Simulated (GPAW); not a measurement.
A computed O K-edge spectrum of one site in a crystal of O, Sr and Ti, with its zero at a photon energy of about 525.7 eV (raw 534.5 eV, less 8.8 eV of added terms; LDA puts this hole about 4 eV below PBE, itself good to a few eV). Method: GPAW, LDA, excited-electron core hole (neutral cell) in a small cell, dipole transitions, broadening that rises with energy.

Energy from the lowest empty level; intensity scaled to a mean of 1 over the first 20 eV:

```tsv
E (eV)	intensity
-2.0	0.00
-1.5	0.00
-1.0	0.01
-0.5	0.11
0.0	0.59
0.5	1.05
1.0	1.39
1.5	0.96
2.0	0.46
2.5	0.66
3.0	1.05
3.5	1.59
4.0	2.29
4.5	2.29
5.0	1.84
5.5	1.54
6.0	1.30
6.5	0.85
7.0	0.53
7.5	0.45
8.0	0.48
8.5	0.57
9.0	0.69
9.5	0.87
10.0	1.08
10.5	1.24
11.0	1.27
11.5	1.22
12.0	1.14
12.5	1.03
13.0	0.88
13.5	0.73
14.0	0.64
14.5	0.62
15.0	0.67
15.5	0.76
16.0	0.88
16.5	0.96
17.0	0.99
17.5	0.97
18.0	0.92
18.5	0.86
19.0	0.80
19.5	0.74
20.0	0.68
20.5	0.62
21.0	0.58
21.5	0.55
22.0	0.53
22.5	0.52
23.0	0.51
23.5	0.52
24.0	0.53
24.5	0.55
25.0	0.58
25.5	0.61
26.0	0.65
26.5	0.69
27.0	0.72
27.5	0.76
28.0	0.79
28.5	0.83
29.0	0.87
29.5	0.91
30.0	0.95
30.5	0.99
31.0	1.02
31.5	1.05
32.0	1.06
```

Q: What surroundings does the absorber have?

A K edge sees empty p states; the first features are O p mixed into the empty d states of the Ti neighbours, and the broad ones above probably into the cations' higher empty bands. It is atom 8 of Sr2Ti2O5 (Cmmm), with 2 Ti at 1.99 Å (linear, site symmetry 2/m). Its main maxima below 24 eV lie at 1.1 eV (1.39), 4.2 eV (2.39), 10.9 eV (1.27) and 17.0 eV (0.99). A near-edge spectrum doesn't fix the structure by itself; it is matched against candidates. The unit cell's mesh shows no gap over 0.35 eV. That is right for a metallic compound; for a small-gap or correlated insulator it would be the fault of the functional or of the assumed magnetic order, and the hole would be screened too well. The crystal has 3 inequivalent O sites and not all are shown here, while a measurement adds them all. The mesh is coarse (0.28 Å⁻¹ between points), so small maxima may be mesh ripples. Lifetime broadening is put in by hand, and intensities beyond about 20 eV depend on it and on the partial waves; weight that the partial waves miss at high energy is lost. The structure is a computed Materials Project entry and may be a hypothetical form.

[Banner, clock and machine lines of the logs are left out without a mark of their own.]

[Logs are printed without paths, hosts, clocks, repeated set-up lines and the standing remarks that a program may print on its own settings, such as how far it seeks lower states.]

[Hosts, paths, dates, database ids (printed as entryN), source tags and the programs' standing remarks are cut or masked in the printed files.]

[Lists of maxima count a maximum above −3 eV only where it reaches 4 % of the highest in the window and stands out from its surroundings by 2 % of it (1.5 % where it reaches 55 %); shoulders and weaker maxima are passed over, and of the rest the first, up to two pre-edge ones and the few strongest are named.]
